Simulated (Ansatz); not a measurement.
# Changed inputs in constrained RPA: RbSmTe2 (R-3m)

What does U in RbSmTe2 (R-3m) depend on besides the window?

Main program and level: Ansatz 0.2.0; constrained RPA on LDA, plane waves, PAW.

Most raw output is cut from this account.

### 1. Set-up

It takes space group R-3m (No. 166, trigonal). The conventional cell has a = 4.596 Å, b = 4.596 Å, c = 25.523 Å, α = 90.00°, β = 90.00°, γ = 120.00°. Rb has 6 Te at 3.66 Å nearest. Sm has 6 Te at 3.17 Å nearest. Nearest to Te lie 3 Sm at 3.17 Å and 3 Rb at 3.66 Å. Farther neighbours and most contacts between anions are not listed.

The cell and positions are those that the Materials Project relaxed with its own functionals (PBE, PBE+U or r2SCAN), kept fixed. Spin-orbit coupling is left out unless a step names it. The default PAW set here is soft_2. Its files were made with PBE.

### 2. Base: Sm f, bands v3 to c4, 4×4×4 mesh, medium accuracy

Constrained RPA screens the interaction with every transition except those inside the target bands, which a later many-body model would treat itself.

input.yaml

```yaml
crystal:
  lattice:
    - [-3.82854034, -3.82854034, -7.07858701]
    - [-3.82854034, -7.07858701, -3.82854034]
    - [-7.07858701, -3.82854034, -3.82854034]
  atoms:
    - { symbol: Rb, position: [0.0, 0.0, 0.0] }
    - { symbol: Sm, position: [0.5, 0.5, 0.5] }
    - { symbol: Te, position: [0.76530012, 0.76530012, 0.76530012] }
    - { symbol: Te, position: [0.23469988, 0.23469988, 0.23469988] }
kpoints:
  mp_grid: { grid: [8, 8, 8] }
hamiltonian:
  xc: lda
scf:
  occupations: { method: gaussian, width: 0.08 }
  n_extra_bands: 21
  max_iter: 150
output:
  crpa:
    kmesh: [4, 4, 4]
    target_bands: [v3, c4]
    projections: [{ species: Sm, l: f, shell: 4 }]
  local_orbitals:
    kmesh: [8, 8, 8]
    orbitals: [{ species: Sm, l: f, shell: 4 }]
    window: { bands: [v3, c4] }
    seedname: lo
```

The run is started by

```bash
$ ansatz run input.yaml --threads 4 --pin off --max-ram 9216MiB --backend cpu --events-out ev --progress --plain --runs-dir out
```

It took 24 min on 4 threads of Arm Neoverse V2, shared host; peak memory 1.8 GiB.

This step gave:

| Property | Result |
| --- | --- |
| U | 3.075 eV |
| U prime (inter-orbital) | 2.046 eV |
| J | 0.5071 eV |
| bare V | 26.06 eV |
| bare J | 0.7013 eV |
| stated bound on U | 0.005365 eV |
| U over bare V | 0.1180 |
| electrons in the window | 5.000 |
| head of the constrained inverse dielectric matrix | 0.1474 |
| least eigenvalue of the projection's overlap | 0.5552 |
| target functions | 7 |
| bands in the sums | 66 |
| r.m.s. miss of the model bands | 0.001810 eV |
| width of the target bands | 0.5477 eV |
| weight of the projected orbitals in the window | 0.9271 |

On the Sm f shell, screening brings the on-site interaction from 26.1 eV down to U = 3.07 eV.

### 3. Changed: 2×2×2 mesh

Edit input.yaml of step 2 so:

```diff
@@ -20,9 +20,4 @@
   crpa:
-    kmesh: [4, 4, 4]
+    kmesh: [2, 2, 2]
     target_bands: [v3, c4]
     projections: [{ species: Sm, l: f, shell: 4 }]
-  local_orbitals:
-    kmesh: [8, 8, 8]
-    orbitals: [{ species: Sm, l: f, shell: 4 }]
-    window: { bands: [v3, c4] }
-    seedname: lo
```

The job ended after 86 s (4 threads; peak memory 1.6 GiB; 5.5 min of CPU time).

Numbers from this step:

```yaml
u: 2.965 eV
u_prime_inter_orbital: 1.985 eV
j: 0.4754 eV
bare_v: 25.60 eV
bare_j: 0.6876 eV
stated_bound_on_u: 0.007116 eV
u_over_bare_v: 0.1159
electrons_in_the_window: 5.000
head_of_the_constrained_inverse_dielectric_matrix: 0.1468
least_eigenvalue_of_the_projection_s_overlap: 0.5552
target_functions: 7
bands_in_the_sums: 66
width_of_the_target_bands: 0.5477 eV
weight_of_the_projected_orbitals_in_the_window: 0.9271
```

On the Sm f shell, screening brings the on-site interaction from 25.6 eV down to U = 2.97 eV.

### 4. Changed: a hybrid parent, which the program doesn't serve

This step: constrained RPA on HSE06, plane waves, PAW.

Edit input.yaml of step 3 so:

```diff
@@ -13,3 +13,3 @@
 hamiltonian:
-  xc: lda
+  xc: hse06
 scf:
@@ -20,3 +20,3 @@
   crpa:
-    kmesh: [2, 2, 2]
+    kmesh: [4, 4, 4]
     target_bands: [v3, c4]
```

Elapsed: 0.02 s, on 4 threads; peak memory 0.032 GiB.

The input was rejected at the start.

The program's message: “Error: output.crpa with hamiltonian.xc: <hybrid> — the cRPA pass is not lent the exchange term, and with exact exchange the velocity is complete only between two filled bands or a filled and an empty …”

The fault put into this input: a hybrid parent, which the program doesn't serve.

### 5. Side by side

Times are wall times on 4 threads of Arm Neoverse V2, shared host, good to a factor of about two.

```
          run  bare V (eV)  U (eV)  J (eV)  bound on U (eV)  width (eV)    time
target window        26.06   3.075   0.507           0.0054        0.55  24 min
   2×2×2 mesh        25.60   2.965   0.475           0.0071        0.55    86 s
```

### 6. Outcome

```
target window : U 3.07 eV, J 0.51 eV
2×2×2 mesh    : U 2.97 eV, J 0.48 eV
```

**Reading.** 2×2×2 mesh moves U by −0.11 eV at 0.061 times the time. The printed bound covers the solver alone, not the mesh, and no denser mesh than the base was run. The parent state is non-magnetic and the interaction static (zero frequency); U depends on the window and the orbitals, so it belongs to this model alone.

[Paths, hosts, dates, memory and timing lines, banners, echoed tables and standing remarks are left out of the program output.]

[Logs are printed without paths, hosts, clocks, repeated set-up lines and the standing remarks that a program may print on its own settings, such as how far it seeks lower states.]

[Runs of the session that timed out or met a known fault of the program may be left out.]

[Hosts, paths, dates, database ids (printed as entryN), source tags and the programs' standing remarks are cut or masked in the printed files.]
